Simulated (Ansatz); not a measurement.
## How Pt (Fm-3m) expands on warming

Wanted: α(T), C_P(T) and B(T) of Pt in the quasi-harmonic approximation.

Calculated with Ansatz 0.2.0; DFT PBEsol, scalar-relativistic, plane waves, PAW; PAW set soft_1.

### 1. Set-up

The structure is cubic, space group Fm-3m (No. 225). Conventional cell: a = 3.922 Å, b = 3.922 Å, c = 3.922 Å, α = 90.00°, β = 90.00°, γ = 90.00°. Nearest to Pt lie 12 Pt at 2.77 Å.

### 2. Probe on a coarse mesh

Before spending time, one coarse run tells the gap and the pressure of the starting cell.

The input, input.yaml:

```yaml
crystal:
  lattice:
    - [0.0, 1.9609, 1.9609]
    - [1.9609, 0.0, 1.9609]
    - [1.9609, 1.9609, 0.0]
  atoms:
    - { symbol: Pt, position: [0.0, 0.0, 0.0] }
kpoints:
  mp_grid: { grid: [8, 8, 8] }
hamiltonian:
  xc: pbesol
  pseudopotentials: { kind: paw, azcp: { folder: soft_1 }, xc_functional: pbe }
scf:
  occupations: { method: gaussian, width: 0.1 }
  lower_state_search: "off"
output:
  forces: true
  stress: true
  eigenvalues: true
```

Started as:

```bash
> ansatz run input.yaml --threads 8 --pin off --max-ram 16384MiB --backend cpu --events-out ev --progress --plain --runs-dir out
```

Numbers of over 12 decimals in the logs are rounded to 6 here.

Output:

```text
Engine: ansatz 0.2.0, aarch64-unknown-linux-gnu
Pseudopotentials: kind: paw
Pseudopotential: Pt, paw, valence charge 18, recommended cutoff 420 eV (normal), soft_1/Pt.paw.azcp
Functional definition: PBEsol
  exchange = pbesol_x
  correlation = pbesol_c
Crystal: 1 atoms, lattice volume = 15.080 Å³
Basis set: ecut = 420 eV, 283 PW (Γ), exchange–correlation on 40×40×40 points (8 copies of the dense FFT grid, shifted against one another)
Bands: 13, of which v1, the nominal top of the filled ones, is band 9 counted from 1 (8 counted from 0)
Symmetry: 48 space group operations
Space group: Fm-3m (ITA 225), of the structure as read, at distance tolerance 2.5e-5 Å
k-points: 29 of 512
Non-local potential: Pt, projectors of the file, l = 0: 3, l = 1: 2, l = 2: 2, l = 3: 1
PAW form: soft (Blöchl's): semilocal exchange-correlation on the pseudo side does not see the compensation charge
PAW frozen core: Pt, regenerated for the run's functional, and the local potential with it (the file was generated under x = pbe(κ = 0.804, μ = 0.219515), c = pbe(β = 0.066725))
PAW one-centre angular grid: Pt, 590 points (default); XC on 64 Gauss nodes
Initial density: superposition of atomic densities (chi_scale 0.1, normalization cell)
Initial wavefunctions: pseudopotential atomic-orbital guess
Functional: x = pbesol(κ = 0.804, μ = 0.123457), c = pbesol(β = 0.046)
SCF iter   1: F=—  HF=-12385.811838 eV  |F-HF|=—  |Δ(HF+E_count)|=         —  Δρ=9.41e-2  dr2=1.27e0  ethr=3.10e-3  ⟨swp⟩=5.0  Hψ=1919  notcnv=0
preconditioner: auto → none  [metal: Δε(μ)=0.054 eV  Ē_g=13.911 eV  σ=0.100 eV  W_gap=0.30  n_scr=8 (ndim 8)  ℏωp=30.2 eV  f_vac=0.000  D(μ)=1.48/eV (n_scr^D=14)  sad-step TF]
SCF iter   2: F=—  HF=-12385.457118 eV  |F-HF|=—  |Δ(HF+E_count)|=   3.55e-1  Δρ=4.39e-2  dr2=2.60e-1  ethr=3.10e-3  ⟨swp⟩=2.4  Hψ=758  notcnv=0  defer=4
SCF iter   3: F=—  HF=-12385.377123 eV  |F-HF|=—  |Δ(HF+E_count)|=   8.00e-2  Δρ=5.00e-3  dr2=1.36e-3  ethr=1.45e-3  ⟨swp⟩=2.0  Hψ=614  notcnv=0  defer=4
SCF iter   4: F=—  HF=-12385.378064 eV  |F-HF|=—  |Δ(HF+E_count)|=   9.41e-4  Δρ=1.38e-4  dr2=6.95e-7  ethr=7.58e-6  ⟨swp⟩=2.1  Hψ=626  notcnv=0  defer=4
SCF iter   5: F=—  HF=-12385.378067 eV  |F-HF|=—  |Δ(HF+E_count)|=   2.81e-6  Δρ=7.73e-5  dr2=7.61e-7  ethr=5.56e-10  ⟨swp⟩=7.0  Hψ=1952  notcnv=0
SCF iter   6: F=-12385.378067 eV  HF=-12385.378067 eV  |F-HF|=1.80e-9  |Δ(HF+E_count)|=   2.50e-7  Δρ=3.94e-6  dr2=2.19e-9  ethr=5.56e-10  ⟨swp⟩=3.0  Hψ=1414  notcnv=0
SCF 1 converged in 6 iterations: F = -12385.378067 eV  dr2 = 2.19e-9
  greatest PAW one-centre occupation: 1.000 electrons in one spin orbital (limit 2), on the Pt atom at site 0 (counted from 0), in its partial waves of l = 0
SCF converged after 6 iterations
Free energy (F): -12385.378067 eV
Harris-Foulkes:  -12385.378067 eV  (|F-HF|=1.80e-9)
Internal energy: -12385.369235 eV  (E = F + TS)
E sigma→0 (E₀):  -12385.373651 eV
Entropy (-TS):   -0.008831 eV (-8.831 meV/atom)
Fermi energy:    23.160840 eV
--- Per-component energies (eV) ---
  E_band       = -132.622211
  E_kinetic    = 596.465564
  E_local      = -1425.053156  (includes V_loc(G=0)·N_el)
  E_nonlocal   = 207.009099
  E_hartree    = 539.893595
  E_xc         = -231.063425
  E_vxc        = -270.974000  (∫ρ·V_xc dr)
  E_paw        = -9345.767716  (= ΣΔE_a)
  E_vpaw       = -319.860231  (= ΣTr[D̂ρ^β])
  E_aug_tail   = 0.001116  (compensation charges beyond the density's cutoff)
  E_ewald      = -2727.141345
  E_core_change = 0.287031  (= ΣΔE_core)
  E_smearing   = -0.008831  (= −TS)
  E_closure    = -0.000000  (closes the sum)
  Σ components = -12385.378067   (vs F -12385.378067, Δ=0.00e0)
--- Forces (eV/Å), atoms counted from 1 ---
  atom   1  Pt    -0.00000000     0.00000000     0.00000000
  max |Σ_I F_I| component: 2.26e-32 eV/Å
--- Stress (GPa, compression-positive) ---
       -1.432947      -0.000000      -0.000000
       -0.000000      -1.432947       0.000000
       -0.000000       0.000000      -1.432947
  P = ⅓ Tr σ = -1.4329 GPa (-14.329 kbar)
--- Band table (eV; the first three rows and the last of 29) ---
  k-point 0: bands = [... 5 lower, 19.3817, 19.3817, 19.3817, 21.5606, 21.5606, 37.8054, 42.7303, 42.7303]
  k-point 1: bands = [... 5 lower, 19.1387, 19.6025, 19.6025, 21.4593, 21.4593, 38.6882, 40.2768, 43.6558]
  k-point 2: bands = [... 5 lower, 19.0281, 19.7600, 19.7600, 21.7370, 21.7370, 36.4595, 39.5264, 45.7297]
  k-point 28: bands = [... 5 lower, 18.6128, 18.6128, 21.1821, 23.6906, 30.2743, 31.4474, 31.4474, 35.2185]
```

Elapsed: 0.78 s, on 8 threads of Arm Neoverse V2, shared host; peak memory 0.25 GiB.

The column dr2 measures how far the density is from self-consistency, as an energy; F and HF (Harris–Foulkes) agree once it is small.

This step gave:

```
pressure          : -1.433 GPa
volume per atom   : 15.08 Å³/atom
gap on the k-mesh : 0 eV
```

The start is under -1.4 GPa at this level and looks like a metal on this mesh.

### 3. Relaxation

Phonons are second derivatives about a minimum, so cell and atoms are relaxed first, inside the symmetry of the start.

Changes to input.yaml since step 2:

```diff
@@ -8,3 +8,3 @@
 kpoints:
-  mp_grid: { grid: [8, 8, 8] }
+  mp_grid: { grid: [18, 18, 18] }
 hamiltonian:
@@ -19 +19,6 @@
   eigenvalues: true
+relax:
+  adjacent_minimum: "off"
+  f_tol: 0.005
+  max_steps: 80
+  cell: { stress_tol: 0.05 }
```

Output:

```text
[...]
Crystal: 1 atoms, lattice volume = 15.080 Å³
Basis set: ecut = 420 eV, 283 PW (Γ), exchange–correlation on 40×40×40 points (8 copies of the dense FFT grid, shifted against one another)
Bands: 13, of which v1, the nominal top of the filled ones, is band 9 counted from 1 (8 counted from 0)
Symmetry: 48 space group operations
[...]
k-points: 195 of 5832
[...]
SCF iter   1: F=—  HF=-12385.803439 eV  |F-HF|=—  |Δ(HF+E_count)|=         —  Δρ=9.30e-2  dr2=1.24e0  ethr=3.10e-3  ⟨swp⟩=5.0  Hψ=12990  notcnv=0
[...]
SCF iter   6: F=-12385.386938 eV  HF=-12385.386938 eV  |F-HF|=2.12e-8  |Δ(HF+E_count)|=   3.18e-7  Δρ=1.45e-5  dr2=2.68e-8  ethr=5.56e-10  ⟨swp⟩=3.0  Hψ=9546  notcnv=0
SCF 1 converged in 6 iterations: F = -12385.386938 eV  dr2 = 2.68e-8
[...]
relax step   1: F+E_penalty+E_count = -12385.38693790 eV  Δ(F+E_penalty+E_count) = +0.000e0 eV  max|allowed force component| = 0.000e0 eV/Å  Δτ_max = 0.0000 Å  P = -0.847 GPa  Ω = 15.080 Å³  (6 SCF iters, dr2 threshold 1.00e-7 eV, accepted)
Crystal: 1 atoms, lattice volume = 14.955 Å³
[...]
iter 1 solved again at ethr=1.38e-7 eV; its pass at ethr=3.10e-3 eV (dr2=2.48e-5 eV) is discarded
[...]
SCF iter   4: F=-12385.386721 eV  HF=-12385.386721 eV  |F-HF|=1.02e-9  |Δ(HF+E_count)|=   1.04e-7  Δρ=6.59e-6  dr2=1.80e-9  ethr=5.56e-10  ⟨swp⟩=4.0  Hψ=7891  notcnv=0
SCF 2 converged in 4 iterations: F = -12385.386721 eV  dr2 = 1.80e-9
relax step   2: F+E_penalty+E_count = -12385.38672109 eV  Δ(F+E_penalty+E_count) = +2.168e-4 eV  max|allowed force component| = 0.000e0 eV/Å  Δτ_max = 0.0000 Å  P = +1.560 GPa  Ω = 14.955 Å³  energy of the carried Pulay correction = +5.348e-5 eV  (4 SCF iters, dr2 threshold 1.00e-7 eV, rejected (line search))
Crystal: 1 atoms, lattice volume = 15.036 Å³
[...]
SCF iter   5: F=-12385.387075 eV  HF=-12385.387075 eV  |F-HF|=9.09e-12  |Δ(HF+E_count)|=  7.08e-10  Δρ=3.53e-7  dr2=4.62e-12  ethr=1.00e-12  ⟨swp⟩=3.8  Hψ=11851  notcnv=0
SCF 3 converged in 5 iterations: F = -12385.387075 eV  dr2 = 4.62e-12
relax step   3: F+E_penalty+E_count = -12385.38707542 eV  Δ(F+E_penalty+E_count) = -1.375e-4 eV  max|allowed force component| = 0.000e0 eV/Å  Δτ_max = 0.0000 Å  P = -0.010 GPa  Ω = 15.036 Å³  energy of the carried Pulay correction = +1.887e-5 eV  (5 SCF iters, accepted)
[...]
SCF iter   4: F=-12385.387054 eV  HF=-12385.387054 eV  |F-HF|=0.00e0  |Δ(HF+E_count)|=  7.28e-12  Δρ=1.81e-7  dr2=1.15e-12  ethr=1.00e-12  ⟨swp⟩=3.0  Hψ=10574  notcnv=0
SCF 4 converged in 4 iterations: F = -12385.387054 eV  dr2 = 1.15e-12
relax step   4: F+E_penalty+E_count = -12385.38705423 eV  Δ(F+E_penalty+E_count) = +2.119e-5 eV  max|allowed force component| = 0.000e0 eV/Å  Δτ_max = 0.0000 Å  P = -0.008 GPa  Ω = 15.036 Å³  stress off target by 7.84e-3 GPa  SCF on the basis re-selected at this cell (its energy is not comparable with the rows above)  (4 SCF iters)
basis re-selected at this cell: Δ(F+E_penalty+E_count) = +2.119e-5 eV, ΔP = +0.002 GPa vs the last step (what re-selecting the basis moved, of the pressure what is left beyond the Pulay correction that the steps carried, after the strain that the cell walked since its last selection, with what the two solves' SCF thresholds leave and, on support functions, any second-order correction that the steps lacked; it is no measure of the basis error at this ecutwfc). This SCF's stress stands 7.84e-3 GPa from its target on what of the cell is left free (relax.cell.stress_tol is 5.00e-2 GPa) and its largest allowed force component is 0.00e0 eV/Å (relax.f_tol is 5.00e-3 eV/Å): [rest of the remark cut]
SCF converged after 4 iterations
Free energy (F): -12385.387054 eV
[...]
Internal energy: -12385.376445 eV  (E = F + TS)
E sigma→0 (E₀):  -12385.381750 eV
Entropy (-TS):   -0.010609 eV (-10.609 meV/atom)
Fermi energy:    23.321739 eV
[...]
--- Stress (GPa, compression-positive) ---
       -0.007840      -0.000000      -0.000000
       -0.000000      -0.007840       0.000000
       -0.000000      -0.000000      -0.007840
  P = ⅓ Tr σ = -0.0078 GPa (-0.078 kbar)
--- Band table (eV; the first three rows and the last of 195) ---
  k-point 0: bands = [... 5 lower, 19.4816, 19.4816, 19.4816, 21.6760, 21.6760, 37.8873, 42.8305, 42.8305]
  k-point 1: bands = [... 5 lower, 19.4248, 19.5320, 19.5320, 21.6473, 21.6473, 38.0811, 42.1607, 43.0204]
  k-point 2: bands = [... 5 lower, 19.2790, 19.6642, 19.6642, 21.5860, 21.5860, 38.6105, 40.7637, 43.5728]
  k-point 194: bands = [... 5 lower, 18.2753, 19.1765, 21.3754, 23.8199, 30.4308, 30.8529, 32.2243, 35.3475]
--- Relaxed structure (3 steps of the walk, 2 accepted, 1 SCFs on fresh bases) ---
  F+E_penalty+E_count = -12385.38705423 eV   max|allowed force component| = 0.000e0 eV/Å   (the final SCF, on the basis selected at the relaxed cell)
  cell:  # Å, volume = 15.0356 Å³
    - [0, 1.958980, 1.958980]
    - [1.958980, 0, 1.958980]
    - [1.958980, 1.958980, 0.0]
  atoms:
    - { symbol: Pt, position: [0.0, 0.0, 0.0] }
```

It took 1.5 s on 8 threads; peak memory 0.31 GiB.

Little changed from the start: no atom moved by 0.005 Å and no cell edge by 0.1 %.

Numbers from this step:

| Property | Result |
| --- | --- |
| pressure | -0.007840 GPa |
| volume per atom | 15.04 Å³/atom |

### 4. Relaxing to small residual forces and stress

The relaxation is repeated with tighter thresholds on force and stress, since phonons are sensitive to what is left; a change of mesh or smearing in the input moves the cell too.

input.yaml, the sections that differ from step 3:

```yaml
crystal:
  lattice:
    - [0.0, 1.9589796718, 1.9589796718]
    - [1.9589796718, 0.0, 1.9589796718]
    - [1.9589796718, 1.9589796718, 0.0]
  atoms:
    - { symbol: Pt, position: [0.0, 0.0, 0.0] }
kpoints:
  mp_grid: { grid: [20, 20, 20] }
scf:
  occupations: { method: methfessel_paxton, width: 0.2 }
  lower_state_search: "off"
relax:
  adjacent_minimum: "off"
  f_tol: 0.001
  max_steps: 60
  cell: { stress_tol: 0.01 }
# hamiltonian, output: as in step 3
```

Output:

```text
[...]
Crystal: 1 atoms, lattice volume = 15.036 Å³
Basis set: ecut = 420 eV, 283 PW (Γ), exchange–correlation on 40×40×40 points (8 copies of the dense FFT grid, shifted against one another)
Bands: 13, of which v1, the nominal top of the filled ones, is band 9 counted from 1 (8 counted from 0)
Symmetry: 48 space group operations
[...]
k-points: 256 of 8000
[...]
k-point 2: bands = [... 5 lower, 19.3213, 19.6426, 19.6426, 21.6088, 21.6088, 38.4905, 41.0745, 43.4437]
  k-point 255: bands = [... 5 lower, 18.7114, 18.7114, 21.3001, 23.8317, 30.4112, 31.5759, 31.5759, 35.3629]
--- Relaxed structure (3 steps of the walk, 2 accepted, 1 SCFs on fresh bases) ---
[...]
cell:  # Å, volume = 15.0322 Å³
    - [0, 1.958833, 1.958833]
    - [1.958833, 0, 1.958833]
    - [1.958833, 1.958833, 0]
  atoms:
    - { symbol: Pt, position: [0.0, 0.0, 0.0] }
[key lines of the parts left out:]
SCF converged after 4 iterations
Free energy (F): -12385.386286 eV
Fermi energy:    23.332989 eV
P = ⅓ Tr σ = 0.0003 GPa (0.003 kbar)
```

It took 1.8 s on 8 threads; peak memory 0.33 GiB.

Little changed from the start: no atom moved by 0.005 Å and no cell edge by 0.1 %.

This step gave:

```yaml
pressure: 3.11e-4 GPa
volume_per_atom: 15.03 Å³/atom
```

The residual pressure is 3.1e-4 GPa, small enough for phonons.

(Continued in part 2 of 2.)

[Logs are printed without paths, hosts, clocks, repeated set-up lines and the standing remarks that a program may print on its own settings, such as how far it seeks lower states.]

[Hosts, paths, dates, database ids (printed as entryN), source tags and the programs' standing remarks are cut or masked in the printed files.]

[A step with changed settings may run another functional than the one named; its input shows which.]
